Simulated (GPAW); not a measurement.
Consider Na on a Li site in LiC.

```xyz
24
Lattice="-5.4780 2.4156 2.7172 -5.4780 -2.4156 -2.7172 0.0000 -4.8312 5.4344" Properties=species:S:1:pos:R:3 pbc="T T T"
C    -5.4810   -3.0382    2.7176
C    -7.2167   -0.6302   -0.0688
C    -9.1298   -3.0790    2.6594
C    -5.5548    1.7833    2.6507
C    -1.8147   -3.0375    2.7190
C    -3.6466   -0.5581    0.2209
C    -5.5365   -6.6266    2.6407
C    -1.7989   -1.7858    2.7325
C    -3.6465   -4.1700    5.3780
C    -5.4995   -1.7865    2.7275
C    -7.2342   -4.2091    5.3574
C    -9.1270   -1.8578    2.9302
Na   -9.1238    0.0003    1.4231
Li   -5.4981   -4.8182    1.4259
Li   -1.8131   -0.0148    1.4205
Li   -3.6507   -2.4171    4.1231
Li   -5.4796   -0.0172    1.4190
Li   -7.2757   -2.4006    4.1417
Li   -5.4724   -4.8013    3.9839
Li   -7.2621   -2.4456    1.2957
Li   -9.1267   -4.8304    3.9684
Li   -5.5158   -0.0307    4.0122
Li   -1.8199   -4.8018    3.9848
Li   -3.6467   -2.4160    1.3902
```

Absorber: atom 13, with 2 C at 2.39 Å, 2 C at 2.49 Å, 2 C at 2.50 Å and 1 Li at 2.68 Å (7-fold; the defect atom itself). Method: GPAW, LDA, excited-electron core hole (neutral cell), 24-atom cell with 6.6 Å between holes, 3×3×2 k points, dipole transitions, Gaussian full width 0.9 eV up to 4 eV, rising linearly to 3.5 eV at 25 eV.

**Question.** Where do the maxima of the Na K edge fall?

Main maxima up to 24 eV above the zero (height): 0.6 eV (0.75), 4.2 eV (1.22), 7.9 eV (1.31) and 12.8 eV (1.62). A K edge sees empty p states on the absorber. The total-energy difference is 1076.02 eV. One term is added: -11.92 eV, since the hole is spin-paired here and a spin-polarised one costs that much less in the free atom (computed apart). The photon energy is then 1064.10 eV. The tabulated edge of the element is 1070.8 eV. The functional leaves an error in such absolute values: in the free atom LDA prices this hole 5.9 eV below PBE (computed apart), and PBE is itself good to a few eV.

The Na K spectrum (energy from the bottom of the conduction band, which holds the excited electron; intensity scaled to a mean of 1 over the first 20 eV):

| E (eV) | isotropic | ε ∥ x | ε ∥ y | ε ∥ z |
| --- | --- | --- | --- | --- |
| -2.0 | 0.00 | 0.00 | 0.00 | 0.00 |
| -1.5 | 0.00 | 0.00 | 0.00 | 0.00 |
| -1.0 | 0.00 | 0.00 | 0.01 | 0.00 |
| -0.5 | 0.06 | 0.02 | 0.15 | 0.00 |
| 0.0 | 0.38 | 0.16 | 0.95 | 0.02 |
| 0.5 | 0.74 | 0.38 | 1.72 | 0.12 |
| 1.0 | 0.68 | 0.41 | 1.36 | 0.27 |
| 1.5 | 0.56 | 0.37 | 1.00 | 0.30 |
| 2.0 | 0.41 | 0.45 | 0.61 | 0.16 |
| 2.5 | 0.38 | 0.46 | 0.50 | 0.18 |
| 3.0 | 0.55 | 0.55 | 0.39 | 0.72 |
| 3.5 | 1.00 | 0.78 | 0.25 | 1.97 |
| 4.0 | 1.21 | 1.45 | 0.19 | 1.98 |
| 4.5 | 1.18 | 2.01 | 0.17 | 1.35 |
| 5.0 | 0.95 | 1.34 | 0.26 | 1.25 |
| 5.5 | 1.03 | 1.34 | 0.45 | 1.31 |
| 6.0 | 1.22 | 1.64 | 0.67 | 1.34 |
| 6.5 | 1.23 | 1.42 | 0.97 | 1.30 |
| 7.0 | 1.24 | 1.16 | 1.30 | 1.26 |
| 7.5 | 1.29 | 1.11 | 1.60 | 1.15 |
| 8.0 | 1.31 | 1.18 | 1.73 | 1.04 |
| 8.5 | 1.24 | 1.25 | 1.51 | 0.97 |
| 9.0 | 1.09 | 1.25 | 1.15 | 0.86 |
| 9.5 | 0.94 | 1.21 | 0.91 | 0.71 |
| 10.0 | 0.90 | 1.24 | 0.85 | 0.62 |
| 10.5 | 1.02 | 1.43 | 0.97 | 0.66 |
| 11.0 | 1.23 | 1.68 | 1.20 | 0.82 |
| 11.5 | 1.43 | 1.79 | 1.45 | 1.04 |
| 12.0 | 1.55 | 1.70 | 1.70 | 1.26 |
| 12.5 | 1.61 | 1.48 | 1.92 | 1.43 |
| 13.0 | 1.62 | 1.27 | 2.05 | 1.54 |
| 13.5 | 1.57 | 1.14 | 2.00 | 1.58 |
| 14.0 | 1.49 | 1.09 | 1.77 | 1.61 |
| 14.5 | 1.39 | 1.05 | 1.46 | 1.66 |
| 15.0 | 1.30 | 0.98 | 1.21 | 1.72 |
| 15.5 | 1.20 | 0.85 | 1.07 | 1.69 |
| 16.0 | 1.06 | 0.71 | 0.97 | 1.51 |
| 16.5 | 0.90 | 0.59 | 0.87 | 1.22 |
| 17.0 | 0.72 | 0.49 | 0.75 | 0.92 |
| 17.5 | 0.58 | 0.42 | 0.63 | 0.69 |
| 18.0 | 0.48 | 0.35 | 0.54 | 0.53 |
| 18.5 | 0.42 | 0.31 | 0.48 | 0.45 |
| 19.0 | 0.39 | 0.29 | 0.45 | 0.41 |
| 19.5 | 0.38 | 0.30 | 0.43 | 0.40 |
| 20.0 | 0.38 | 0.31 | 0.41 | 0.40 |
| 20.5 | 0.38 | 0.34 | 0.39 | 0.40 |
| 21.0 | 0.38 | 0.37 | 0.37 | 0.39 |
| 21.5 | 0.38 | 0.40 | 0.36 | 0.38 |
| 22.0 | 0.39 | 0.43 | 0.36 | 0.37 |
| 22.5 | 0.39 | 0.46 | 0.37 | 0.36 |
| 23.0 | 0.40 | 0.47 | 0.38 | 0.36 |
| 23.5 | 0.40 | 0.47 | 0.38 | 0.36 |
| 24.0 | 0.40 | 0.46 | 0.38 | 0.36 |
| 24.5 | 0.40 | 0.46 | 0.38 | 0.36 |
| 25.0 | 0.40 | 0.45 | 0.38 | 0.36 |

In so small a cell the defects form an ordered array, and no site is far from one. The mesh is coarse (0.44 Å⁻¹ between points), so small maxima may be mesh ripples.

[Banner, clock and machine lines of the logs are left out without a mark of their own.]

[Logs are printed without paths, hosts, clocks, repeated set-up lines and the standing remarks that a program may print on its own settings, such as how far it seeks lower states.]

[Hosts, paths, dates, database ids (printed as entryN), source tags and the programs' standing remarks are cut or masked in the printed files.]

[Lists of maxima count a maximum above −3 eV only where it reaches 4 % of the highest in the window and stands out from its surroundings by 2 % of it (1.5 % where it reaches 55 %); shoulders and weaker maxima are passed over, and of the rest the first, up to two pre-edge ones and the few strongest are named.]
